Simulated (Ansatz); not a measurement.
# Ba on Rh(100): change of the work function, part 3 of 4

How does one ordered layer of Ba (hollow site) change the work function of Rh(100), and what dipole does each adsorbate carry?

Ansatz 0.2.0; plane-wave DFT, PBE, Ansatz PAW.

So far, work function, upper face (eV): step 2 (the clean slab) 5.08; step 3 (17 atoms, coverage 0.25 ML, cell 2x2) 1.94.

### 5. The slab at 0.25 ML, atoms frozen

This step: plane-wave DFT, PBE, Ansatz PAW (Ansatz 0.2.0).

To see where the charge goes, the covered slab, the bare substrate and the adsorbate layer are each run at the same frozen positions and on the same grid.

input.yaml

```yaml
crystal:
  lattice:
    - [5.374011537, 0.0, 0.0]
    - [0.0, 5.374011537, 0.0]
    - [0.0, 0.0, 26.9312339334]
  atoms:
    - { symbol: Rh, position: [0.25, 0.25, 0.3341844649] }
    - { symbol: Rh, position: [0.0, 0.0, 0.4047345186] }
    - { symbol: Rh, position: [0.25, 0.25, 0.4784063997] }
    - { symbol: Rh, position: [-0.0022868718, -0.0022868718, 0.5467382269] }
    - { symbol: Rh, position: [0.25, 0.75, 0.3341844649] }
    - { symbol: Rh, position: [0.0, 0.5, 0.4047345186] }
    - { symbol: Rh, position: [0.25, 0.75, 0.4771843208] }
    - { symbol: Rh, position: [-0.0022868718, 0.5022868718, 0.5467382269] }
    - { symbol: Rh, position: [0.75, 0.25, 0.3341844649] }
    - { symbol: Rh, position: [0.5, 0.0, 0.4047345186] }
    - { symbol: Rh, position: [0.75, 0.25, 0.4771843208] }
    - { symbol: Rh, position: [0.5022868718, -0.0022868718, 0.5467382269] }
    - { symbol: Rh, position: [0.75, 0.75, 0.3341844649] }
    - { symbol: Rh, position: [0.5, 0.5, 0.4047345186] }
    - { symbol: Rh, position: [0.75, 0.75, 0.4753688058] }
    - { symbol: Rh, position: [0.5022868718, 0.5022868718, 0.5467382269] }
    - { symbol: Ba, position: [0.25, 0.25, 0.6347249438] }
kpoints:
  mp_grid: { grid: [6, 6, 1] }
hamiltonian:
  xc: pbe
scf:
  occupations: { method: fermi_dirac, width: 0.1 }
  convergence: { dr2_threshold: 1.0e-08 }
efield:
  axis: 3
  dipole_correction: true
  ramp_position: 0.97
  ramp_width: 0.06
output:
  write_potential: true
  write_density: true
  volumetric_format: npy
```

Started as:

```sh
ansatz run input.yaml --threads 4 --pin off --max-ram 6144MiB --backend cpu --events-out ev --progress --plain --runs-dir out
```

Numbers of over 12 decimals in the logs are rounded to 6 here.

The program printed:

```text
[...]
Crystal: 17 atoms, lattice volume = 777.774 Å³
Basis set: ecut = 420 eV, 15115 PW (Γ)
Bands: 170, of which v1, the nominal top of the filled ones, is band 141 counted from 1 (140 counted from 0)
Symmetry: 8 space group operations
[...]
k-points: 10 of 36
[...]
SCF iter   1: F=—  HF=-108389.831735 eV  |F-HF|=—  |Δ(HF+E_count)|=         —  Δρ=7.45e-3  dr2=4.13e0  ethr=1.77e-3  p=0.513 e·Å  D=1.19e-1 V/Å  ΔV_dip=-3.22 eV  dr2_dipole=3.26e-2  V_vac-E_F(+/−)=1.44/4.66 eV  ⟨swp⟩=9.8  Hψ=8042  notcnv=0  defer=7
[...]
SCF iter  11: F=-108389.715319 eV  HF=-108389.715319 eV  |F-HF|=9.76e-9  |Δ(HF+E_count)|=   8.67e-8  Δρ=6.12e-7  dr2=5.22e-9  ethr=3.55e-12  p=0.503 e·Å  D=1.17e-1 V/Å  ΔV_dip=-3.15 eV  dr2_dipole=1.04e-9  V_vac-E_F(+/−)=1.94/5.09 eV  ⟨swp⟩=15.1  Hψ=6872  notcnv=0
SCF 1 converged in 11 iterations: F = -108389.715319 eV  dr2 = 5.22e-9
[...]
SCF converged after 11 iterations
Free energy (F): -108389.715319 eV
[...]
Internal energy: -108388.734550 eV  (E = F + TS)
E sigma→0 (E₀):  -108389.224934 eV
Entropy (-TS):   -0.980769 eV (-57.692 meV/atom)
Fermi energy:    4.529191 eV
Dipole field:    D = 0.117003 V/Å  (p = 0.502910 e·Å, saw-weighted, corrected)
Work function:   Φ+ = 1.9425 eV   Φ− = 5.0936 eV
[...]
--- Band table (eV; the first three rows and the last of 10) ---
  k-point 0: bands = [... 137 lower, 4.4753, 4.6785, 4.8188, 4.9423, 4.9744, 4.9757, 4.9757, 4.9934, ... 25 higher]
  k-point 1: bands = [... 137 lower, 4.6044, 4.6435, 4.7175, 4.7531, 4.8121, 4.8339, 4.8770, 5.0452, ... 25 higher]
  k-point 2: bands = [... 137 lower, 4.3899, 4.4447, 4.5380, 4.5831, 4.5935, 4.6035, 4.8047, 4.8533, ... 25 higher]
  k-point 9: bands = [... 137 lower, 3.5646, 3.5680, 3.6162, 4.0775, 4.0775, 4.1806, 4.1824, 4.1923, ... 25 higher]
```

Elapsed: 65 s, on 4 threads of Arm Neoverse V1, shared host; peak memory 3.1 GiB; 4.3 min of CPU time.

In the SCF lines HF is the Harris–Foulkes energy and dr2 the Hartree energy of the density residual, in eV; the loop may stop once dr2 is under the threshold and the program's other checks hold. Hψ counts applications of the Hamiltonian.

Numbers from this step:

* energy at zero smearing: -108389.2249 eV
* work function, upper face: 1.942 eV
* dipole along the normal: 0.5029 e·Å
* step between the vacuum levels: -3.151 eV

The work function of the upper face is 1.94 eV.

### 6. The substrate of the 0.25 ML cell alone

System of this step: Ba/Rh(100), substrate alone, atoms held. The cell holds 16 atoms: 16 Rh. Cell: a = 5.374 Å, b = 5.374 Å, c = 26.931 Å, α = 90.0°, β = 90.0°, γ = 90.0°. Vacuum lies along c.

The second part, atoms unmoved.

Edit input.yaml of step 5 so:

```diff
@@ -22,3 +22,2 @@
     - { symbol: Rh, position: [0.5022868718, 0.5022868718, 0.5467382269] }
-    - { symbol: Ba, position: [0.25, 0.25, 0.6347249438] }
 kpoints:
```

The program printed:

```text
[...]
Crystal: 16 atoms, lattice volume = 777.774 Å³
Basis set: ecut = 420 eV, 15115 PW (Γ)
Bands: 164, of which v1, the nominal top of the filled ones, is band 136 counted from 1 (135 counted from 0)
Symmetry: 8 space group operations
[...]
k-points: 10 of 36
[...]
SCF iter   1: F=—  HF=-102437.785212 eV  |F-HF|=—  |Δ(HF+E_count)|=         —  Δρ=4.46e-3  dr2=4.71e-1  ethr=1.77e-3  p=0.003 e·Å  D=6.12e-4 V/Å  ΔV_dip=-0.02 eV  dr2_dipole=2.84e-6  V_vac-E_F(+/−)=4.73/4.74 eV  ⟨swp⟩=7.7  Hψ=6863  notcnv=0  defer=26
[...]
SCF iter  10: F=-102437.768585 eV  HF=-102437.768585 eV  |F-HF|=2.39e-8  |Δ(HF+E_count)|=   1.42e-7  Δρ=5.72e-7  dr2=3.12e-9  ethr=3.68e-12  p=-0.000 e·Å  D=-5.96e-5 V/Å  ΔV_dip=0.00 eV  dr2_dipole=8.63e-12  V_vac-E_F(+/−)=5.08/5.07 eV  ⟨swp⟩=21.7  Hψ=5424  notcnv=0
the search or the solves at the SCF's close seem to have found levels that the self-consistency loop had missed (the run counts 3). By its estimate they hold under 1e-12 electrons; where the run keeps them, the occupations were computed again with them
SCF 1 converged in 10 iterations: F = -102437.768585 eV  dr2 = 3.12e-9
[...]
SCF converged after 10 iterations
Free energy (F): -102437.768585 eV
[...]
Internal energy: -102436.749584 eV  (E = F + TS)
E sigma→0 (E₀):  -102437.259084 eV
Entropy (-TS):   -1.019001 eV (-63.688 meV/atom)
Fermi energy:    2.696314 eV
Dipole field:    D = -0.000058 V/Å  (p = -0.000248 e·Å, saw-weighted, corrected)
Work function:   Φ+ = 5.0763 eV   Φ− = 5.0748 eV
[...]
--- Band table (eV; the first three rows and the last of 10) ---
  k-point 0: bands = [... 132 lower, 2.7199, 2.9856, 2.9897, 3.1379, 3.1379, 3.1423, 3.1451, 3.1643, ... 24 higher]
  k-point 1: bands = [... 132 lower, 2.8260, 2.8798, 2.8847, 2.8987, 2.9908, 2.9976, 3.0050, 3.0410, ... 24 higher]
  k-point 2: bands = [... 132 lower, 2.5997, 2.6129, 2.7524, 2.7598, 2.7695, 2.8019, 2.9176, 3.0586, ... 24 higher]
  k-point 9: bands = [... 132 lower, 1.7612, 1.7612, 1.7651, 1.7857, 2.3538, 2.3599, 2.3599, 2.3820, ... 24 higher]
```

Wall time 56 s (4 threads); peak memory 3 GiB; 3.6 min of CPU time.

Numbers from this step:

- energy at zero smearing: -102437.2591 eV
- work function, upper face: 5.076 eV
- dipole along the normal: -2.48e-4 e·Å

The work function of the upper face is 5.08 eV.

### 7. The adsorbate layer of the 0.25 ML cell alone

System of this step: Ba/Rh(100), adsorbate layer alone, atoms held. The cell holds 1 atom: 1 Ba. Its edges and angles: a = 5.374 Å, b = 5.374 Å, c = 26.931 Å, α = 90.0°, β = 90.0°, γ = 90.0°. Vacuum lies along c.

The third part; a free layer of atoms may carry a moment, so spin is on.

input.yaml, the sections that differ from step 6:

```yaml
crystal:
  lattice:
    - [5.374011537, 0.0, 0.0]
    - [0.0, 5.374011537, 0.0]
    - [0.0, 0.0, 26.9312339334]
  atoms:
    - { symbol: Ba, position: [0.25, 0.25, 0.6347249438], spin: 1.0 }
magnetization:
  spin_polarized: true
# kpoints, hamiltonian, scf, efield, output: as in step 6
```

The program printed:

```text
[...]
Crystal: 1 atoms, lattice volume = 777.774 Å³
Basis set: ecut = 420 eV, 15115 PW (Γ)
Bands: 10, of which v1, the nominal top of the filled ones, is band 5 counted from 1 (4 counted from 0)
Symmetry: 8 space group operations
k-points: 10 of 36
[...]
Starting moments: Σ|m| = 1 μB on 1 of 1 site
[...]
SCF iter   1: F=—  HF=-5948.196724 eV  |F-HF|=—  |Δ(HF+E_count)|=         —  Δρ=4.47e-3 (↑4.39e-3 ↓4.47e-3)  dr2=2.16e-1  dr2_m=1.30e-1  M=0.234 μB ∫|m|=0.234 μB  β_m=0.30  ethr=2.12e-3  p=0.000 e·Å  D=1.63e-8 V/Å  ΔV_dip=-0.00 eV  dr2_dipole=1.41e-12  V_vac-E_F(+/−)=2.94/2.94 eV  ⟨swp⟩=1.0  Hψ=2856  notcnv=0
[...]
spin=Collinear: LDOS preconditioning applied to the charge; magnetization (m = ρ↑ − ρ↓) channel mixes plain (no charge-response kernel on spin).
SCF iter   2: F=—  HF=-5948.234645 eV  |F-HF|=—  |Δ(HF+E_count)|=   3.79e-2  Δρ=3.24e-3 (↑3.12e-3 ↓3.24e-3)  dr2=1.27e-1  dr2_m=6.64e-2  M=0.202 μB ∫|m|=0.203 μB  β_m=0.30  ethr=2.12e-3  p=0.000 e·Å  D=1.40e-6 V/Å  ΔV_dip=-0.00 eV  dr2_dipole=3.47e-9  V_vac-E_F(+/−)=2.81/2.81 eV  ⟨swp⟩=1.0  Hψ=200  notcnv=0  κ⁻¹=1.0e0(r=1)
[...]
SCF iter   7: F=—  HF=-5948.277360 eV  |F-HF|=—  |Δ(HF+E_count)|=   2.26e-3  Δρ=6.05e-4 (↑6.05e-4 ↓5.93e-4)  dr2=3.02e-5  dr2_m=2.55e-3  M=0.101 μB ∫|m|=0.109 μB  β_m=0.51  ethr=1.43e-6  p=-0.000 e·Å  D=-1.18e-6 V/Å  ΔV_dip=0.00 eV  dr2_dipole=6.82e-12  V_vac-E_F(+/−)=2.39/2.39 eV  ⟨swp⟩=2.9  Hψ=391  notcnv=0
[...]
spin-set hold released at iteration 7 (site moments contracting): the magnetisation degrees of freedom join the quasi-Newton model from the next iteration; the mixer history was flushed
SCF iter   8: F=—  HF=-5948.279237 eV  |F-HF|=—  |Δ(HF+E_count)|=   1.88e-3  Δρ=3.27e-4 (↑3.27e-4 ↓3.16e-4)  dr2=2.35e-5  dr2_m=7.35e-4  M=0.082 μB ∫|m|=0.093 μB  β_m=0.50  ethr=3.02e-7  p=-0.000 e·Å  D=-1.05e-6 V/Å  ΔV_dip=0.00 eV  dr2_dipole=1.20e-11  V_vac-E_F(+/−)=2.39/2.39 eV  ⟨swp⟩=2.2  Hψ=387  notcnv=0
density mixer auto → msr1: a metal under ldos (density of states about μ 2.18 of a free-electron gas's, 30 screened modes)
SCF iter   9: F=—  HF=-5948.280282 eV  |F-HF|=—  |Δ(HF+E_count)|=   1.05e-3  Δρ=5.24e-5 (↑5.24e-5 ↓4.80e-5)  dr2=8.21e-6  dr2_m=1.75e-5  M=0.048 μB ∫|m|=0.066 μB  β_m=0.75  ethr=2.35e-7  p=-0.000 e·Å  D=-3.78e-7 V/Å  ΔV_dip=0.00 eV  dr2_dipole=4.99e-13  V_vac-E_F(+/−)=2.39/2.39 eV  ⟨swp⟩=2.4  Hψ=381  notcnv=0
[...]
SCF iter  18: F=-5948.280569 eV  HF=-5948.280569 eV  |F-HF|=3.26e-10  |Δ(HF+E_count)|=   9.01e-9  Δρ=4.10e-8 (↑3.68e-8 ↓4.10e-8)  dr2=2.39e-11  dr2_m=8.94e-12  M=0.000 μB ∫|m|=0.000 μB  ethr=2.93e-12  p=-0.000 e·Å  D=-8.15e-8 V/Å  ΔV_dip=0.00 eV  dr2_dipole=1.28e-13  V_vac-E_F(+/−)=2.39/2.39 eV  ⟨swp⟩=3.9  Hψ=499  notcnv=0
SCF 1 converged in 18 iterations: F = -5948.280569 eV  dr2 = 2.39e-11
[...]
WARN: the starting moments were not kept: the SCF closed with an absolute magnetisation of 7.5e-5 μB, where they sum to 1 μB in size (1 site). That is at most 0.1 of that sum. Measured as dr2_m measures the in/out step, that magnetisation stands 1.6e-10 eV from none, at or under the dr2_threshold of 1.0e-8 eV: it is no larger than a step whose dr2_m would equal this threshold. The system may hold no moment; this SCF  [...]
[...]
SCF converged after 18 iterations
Magnetization: 0.0000 μB (5.0000 up, 5.0000 down)
Absolute magnetization: 0.0001 μB (∫|ρ↑−ρ↓|, with the PAW one-centre terms)
[...]
Per-site moments (μB) at R_I (Å): [(1.3673239061956357e-5, 2.216780)]
Free energy (F): -5948.280569 eV
[...]
Internal energy: -5948.191209 eV  (E = F + TS)
E sigma→0 (E₀):  -5948.235889 eV
Entropy (-TS):   -0.089361 eV (-89.361 meV/atom)
Fermi energy:    -1.602231 eV
Dipole field:    D = -0.000000 V/Å  (p = -0.000001 e·Å, saw-weighted, corrected)
Work function:   Φ+ = 2.3910 eV   Φ− = 2.3910 eV
[...]
--- Band table (eV; the first three rows and the last of 20) ---
[...]
```

The job ended after 11 s (4 threads; peak memory 0.89 GiB).

This step gave:

| Quantity | Value |
| --- | --- |
| energy at zero smearing | -5948.2359 eV |
| dipole along the normal | -1.40e-6 e·Å |

At this spacing and smearing the free layer keeps no moment.

### 8. Density difference at 0.25 ML

This step: plane-wave DFT, PBE, Ansatz PAW; density difference on adsorption (Ansatz 0.2.0).

The densities of the parts are taken from that of the whole and averaged over planes; the first moment of what is left gives the step in the potential.

Numbers from this step:

```yaml
largest_charge_moved: 0.01145 e/Å²
potential_step_from_the_moved_charge: -3.153 eV
```

Planar mean, whole system less its parts. The electron density difference by z:

z (Å), electron density difference (e/Å³) and a bar from the least value:
```
      5.0     0.0000 #########
      5.5     0.0000 #########
      6.0     0.0000 #########
      6.5     0.0000 #########
      7.0     0.0000 #########
      7.5     0.0000 #########
      8.0     0.0000 #########
      8.5     0.0001 #########
      9.0    -0.0003 ########
      9.5    -0.0001 ########
     10.0     0.0002 #########
     10.5     0.0002 #########
     11.0    -0.0005 ########
     11.5     0.0003 #########
     12.0    -0.0006 ########
     12.5     0.0004 #########
     13.0     0.0007 #########
     13.5    -0.0014 #######
     14.0    -0.0021 ######
     14.5    -0.0043 ###
     15.0    -0.0071 
     15.5     0.0156 ############################
     16.0     0.0176 ##############################
     16.5     0.0005 #########
     17.0    -0.0067 
     17.5    -0.0055 ##
     18.0    -0.0014 #######
     18.5    -0.0025 ######
     19.0    -0.0029 #####
     19.5    -0.0018 ######
     20.0    -0.0008 ########
     20.5    -0.0003 ########
     21.0    -0.0001 #########
     21.5     0.0000 #########
     22.0     0.0000 #########
     22.5     0.0000 #########
     23.0     0.0000 #########
     23.5     0.0000 #########
     24.0     0.0000 #########
     24.5     0.0000 #########
```

Planar mean, whole system less its parts. The electrons moved below z by z:

```csv
z (Å),electrons moved below z (e/Å²)
5,7.6e-7
6,5.3e-6
7,2.6e-5
8,3.2e-5
9,-1.9e-5
10,-3.8e-5
11,-9.9e-5
12,-1.3e-4
13,2.4e-4
14,-0.00119
15,-0.00450
16,0.00820
17,0.00885
18,0.00436
19,0.00199
20,3.0e-4
21,-6.0e-6
22,-1.8e-5
23,-6.7e-6
24,-1.8e-6
25,-3.6e-7
```

[end of part 3 of 4]

[Logs are printed without paths, hosts, clocks, repeated set-up lines and the standing remarks that a program may print on its own settings, such as how far it seeks lower states.]

[Hosts, paths, dates, database ids (printed as entryN), source tags and the programs' standing remarks are cut or masked in the printed files.]

[Maps of the electrostatic potential energy from Ansatz leave out the sawtooth potential of an applied field or a dipole correction, so their vacuum need not be flat; planar profiles and work functions include it.]
